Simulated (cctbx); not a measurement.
## Lattice, Laue class and space group of a new crystal

Cell: a = 7.5670 Å, b = 7.9650 Å, c = 12.7890 Å, α = 74.01°, β = 89.17°, γ = 61.79°. Expected content of the cell: I12 Cr2 Mg1.

Simulated single-crystal data (cctbx): Ag Kα, λ = 0.56087 Å, to d = 0.7 Å, 70 % of the full sphere, strongest reflection 20000 counts, noise from counting, a 2 % proportional error and a noise floor of 2 counts (s.d.); no absorption.

Tests on the unmerged data give:

```text
5529 reflections to d = 0.700 A
centring   violations  <I/sigma> of those
    A       1968 of  2752     11.4
    B       1548 of  2719      5.2
    C       2032 of  2787     11.4
    I       1993 of  2800     11.2
    R       2698 of  3696     11.5
    F       2774 of  4129      9.4
Laue class    unique    Rint  (classes that these axes allow; Friedel mates merged)
P -1             3600   0.024
space group    extra absences  I>4sigma  <I/sigma>
P 1                     0          0         -  acentric
P -1                    0          0         -  centric
Wilson B = 1.41 A^2   <|E^2-1|> = 1.171 (0.968 centric, 0.736 acentric)   E^2>4: 7.3 %
shell (A)         n   <I/sigma>
12.18 - 1.40    449     18.6
 1.40 - 1.11    437     17.3
 1.11 - 0.97    462     13.8
 0.97 - 0.88    430     12.7
 0.88 - 0.82    472     11.9
 0.82 - 0.77    459     10.4
 0.77 - 0.73    443      9.4
 0.73 - 0.70    448      9.6
```

Q: Read the symmetry from these tables.

Every centring test has many violations, so the lattice is primitive.

Only P -1 fits these axes (Rint 0.024); a search for a hidden higher lattice was not made.

2 settings pass the absence test. No glide or screw absences show, which leaves P 1 and P -1.

⟨|E²−1|⟩ = 1.171 is above even the centric ideal, a mark of pseudo-translation (a class of systematically weak reflections). The Wilson B of 1.41 Å² means U ≈ 0.0179 Å².

The true group is P-1 (no. 2), Laue class -1, centrosymmetric. The tables only narrow the choice to the tied entries; cell content, site symmetry and trial solutions must settle it.

This is a model crystal, built by substitution and not relaxed, with assumed displacement parameters.

[Logs are printed without paths, hosts, clocks, repeated set-up lines and the standing remarks that a program may print on its own settings, such as how far it seeks lower states.]
